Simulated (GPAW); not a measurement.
**SrCl2 (Fm-3m): one start, several treatments of the self-energy**

Aim: compare treatments of exchange, screening and correlation for the gap of SrCl2 (Fm-3m).

Method: LDA and many-body steps on it, plane waves, in GPAW 26.7.0.

This is a report of a sequence of runs, with most program output left out.

## 1. The starting structure

Symmetry: Fm-3m, No. 225, cubic system. Conventional cell: a = 6.977 Å, b = 6.977 Å, c = 6.977 Å, α = 90.00°, β = 90.00°, γ = 90.00°. Nearest to Sr lie 8 Cl at 3.02 Å. Cl has 4 Sr at 3.02 Å nearest. Farther neighbours and most contacts between anions are not listed.

Coordinates:

```cif
data_structure
_symmetry_space_group_name_H-M 'P 1'
_symmetry_Int_Tables_number 1
_cell_length_a 4.9333
_cell_length_b 4.9333
_cell_length_c 4.9333
_cell_angle_alpha 60.000
_cell_angle_beta 60.000
_cell_angle_gamma 60.000
_cell_volume 84.90
loop_
_atom_site_label
_atom_site_type_symbol
_atom_site_fract_x
_atom_site_fract_y
_atom_site_fract_z
_atom_site_occupancy
Sr1 Sr 0.00000 0.00000 0.00000 1
Cl2 Cl 0.25000 0.25000 0.25000 1
Cl3 Cl 0.75000 0.75000 0.75000 1
```

The cell and positions come from the Crystallography Open Database and are kept as given unless a step says otherwise.

## 2. Empty states on the mesh, 4×4×4 mesh, 111 bands

This step: GPAW 26.7.0; DFT, LDA, plane waves, PAW.

The sums over transitions need many empty states on a uniform mesh; this step solves for them.

The input, run.py:

```python
import json
import numpy as np
from gpaw.mpi import world
from gpaw import GPAW

calc = GPAW('gs.gpw').fixed_density(kpts={'size': (4, 4, 4), 'gamma': True},
    nbands=129,
    convergence={'bands': 111},
    txt='nscf.txt')
calc.write('full.gpw', mode='all')
res = {}
kpts = calc.get_ibz_k_points()
res['kpts'] = kpts
res['eigenvalues'] = [calc.get_eigenvalues(kpt=k) for k in range(len(kpts))]
res['n_electrons'] = calc.get_number_of_electrons()

if world.rank == 0:
    with open('result.json', 'w') as f:
        json.dump(res, f, default=lambda x: x.tolist())
```

Command:

```
$ mpirun -n 4 gpaw python run.py
```

The job ended after 17 s (4 MPI ranks of Arm Neoverse V1, shared host; peak memory 0.73 GiB; 66 s of CPU time).

Numbers from this step:

```
gap                                                           : 4.883 eV
k of the valence top                                          : 0.5, 0.5, 0
k of the conduction bottom                                    : 0, 0, 0
least direct gap                                              : 5.167 eV
k points computed                                             : 8
lowest point of the top converged band, above the valence top : 58.6740 eV
```

On this mesh the gap is 4.883 eV.

## 3. G0W0, Godby-Needs plasmon pole

G0W0 replaces the xc potential by the self-energy, built once from these orbitals. Only a window of levels is corrected, while the sums run over the empty bands that the input names.

This step: G0W0 on LDA, plane waves, PAW.

The input, run.py:

```python
import json
import numpy as np
from gpaw.mpi import world
from gpaw.response.g0w0 import G0W0

gw = G0W0('full.gpw',
    filename='gw',
    kpts=[0, 5],
    bands=(10, 14),
    ecut=65,
    nbands=101,
    integrate_gamma='WS',
    ppa=True)
gw.calculate()
res = {mode: {k: v for k, v in r.items() if k != 'sigma_eskwn'}
       for mode, r in gw.all_results.items()}

if world.rank == 0:
    with open('result.json', 'w') as f:
        json.dump(res, f, default=lambda x: x.tolist())
```

Command:

```
$ mpirun -n 4 gpaw python run.py
```

Run time: 27 s. Hardware: 4 MPI ranks; peak memory 1.1 GiB; 1.8 min of CPU time.

This step gave:

* G0W0 gap on the points computed: 7.133 eV
* least direct G0W0 gap on the computed points: 7.541 eV
* Z at the valence top: 0.8141
* Z at the conduction bottom: 0.8622
* starting gap on the mesh: 4.883 eV
* k of the valence top: 0.5, 0.5, 0
* k of the conduction bottom: 0, 0, 0

The gap on the mesh goes from 4.88 eV to 7.13 eV, a correction of +2.25 eV.

## 4. G0W0, full frequency, Hilbert transform

run.py: that of step 3 with these lines changed.

```diff
@@ -12,3 +12,5 @@
     integrate_gamma='WS',
-    ppa=True)
+    frequencies={'type': 'nonlinear', 'domega0': 0.1, 'omega2': 15.0},
+    eta=0.1,
+    nblocksmax=True)
 gw.calculate()
```

Command:

```
$ mpirun -n 4 gpaw python run.py
```

Wall time 49 s (4 MPI ranks); peak memory 1.2 GiB.

This step gave:

- G0W0 gap on the points computed: 7.132 eV
- least direct G0W0 gap on the computed points: 7.524 eV
- Z at the valence top: 0.8023
- Z at the conduction bottom: 0.8463
- starting gap on the mesh: 4.883 eV
- k of the valence top: 0.5, 0.5, 0
- k of the conduction bottom: 0, 0, 0

Against G0W0 in GPAW (4×4×4 mesh, 101 bands, screening to 65 eV, Godby-Needs plasmon pole), the gap moves by −0.001 eV.

## 5. G0W0, multipole

run.py: that of step 4 with these lines changed.

```diff
@@ -12,5 +12,3 @@
     integrate_gamma='WS',
-    frequencies={'type': 'nonlinear', 'domega0': 0.1, 'omega2': 15.0},
-    eta=0.1,
-    nblocksmax=True)
+    mpa={'npoles': 4, 'wrange': [0, 40], 'varpi': 20.0, 'eta0': 0.01, 'eta_rest': 1.0, 'alpha': 1})
 gw.calculate()
```

Command:

```
$ mpirun -n 4 gpaw python run.py
```

The job ended after 39 s (4 MPI ranks; peak memory 1.2 GiB; 2.6 min of CPU time).

Numbers from this step:

- G0W0 gap on the points computed: 7.135 eV
- least direct G0W0 gap on the computed points: 7.536 eV
- starting gap on the mesh: 4.883 eV
- k of the valence top: 0.5, 0.5, 0
- k of the conduction bottom: 0, 0, 0

Against G0W0 in GPAW (4×4×4 mesh, 101 bands, screening to 65 eV, Godby-Needs plasmon pole), the gap moves by +0.002 eV.

## 6. The runs together

Times are wall times on 4 MPI ranks of Arm Neoverse V1, shared host, good to a factor of about two.

| run | mesh | bands | screening cutoff (eV) | DFT gap (eV) | gap on the mesh (eV) | direct (eV) | time |
| --- | --- | --- | --- | --- | --- | --- | --- |
| G0W0, Godby-Needs plasmon pole | 4×4×4 | 101 | 65 | 4.883 | 7.133 | 7.541 | 27 s |
| G0W0, full frequency, Hilbert transform | 4×4×4 | 101 | 65 | 4.883 | 7.132 | 7.524 | 49 s |
| G0W0, multipole | 4×4×4 | 101 | 65 | 4.883 | 7.135 | 7.536 | 39 s |

## 7. Results

| Property | Result |
| --- | --- |
| G0W0, Godby-Needs plasmon pole | 7.133 eV |
| G0W0, full frequency, Hilbert transform | 7.132 eV |
| G0W0, multipole | 7.135 eV |
| known limits | not at the basis limit; no spin-orbit coupling |

**Reading.** G0W0, full frequency, Hilbert transform: −0.001 eV against G0W0, Godby-Needs plasmon pole. G0W0, multipole: +0.002 eV against G0W0, Godby-Needs plasmon pole. Bands and cutoff are finite, so the gap is not at the basis limit. The miss can reach some tenths of an eV and take either sign; the mesh is an error of its own. These stock PAW sets were not made for GW. In the G0W0 runs levels were corrected at 2 k points alone, so a gap called «on the mesh» is the least over those, and an edge elsewhere would be missed. The many-body steps are scalar-relativistic: spin-orbit coupling is not in them.

[Paths, hosts, dates, memory and timing lines, banners, echoed tables and standing remarks are left out of the program output.]

[Logs are printed without paths, hosts, clocks, repeated set-up lines and the standing remarks that a program may print on its own settings, such as how far it seeks lower states.]

[Runs of the session that timed out or met a known fault of the program may be left out.]

[Hosts, paths, dates, database ids (printed as entryN), source tags and the programs' standing remarks are cut or masked in the printed files.]
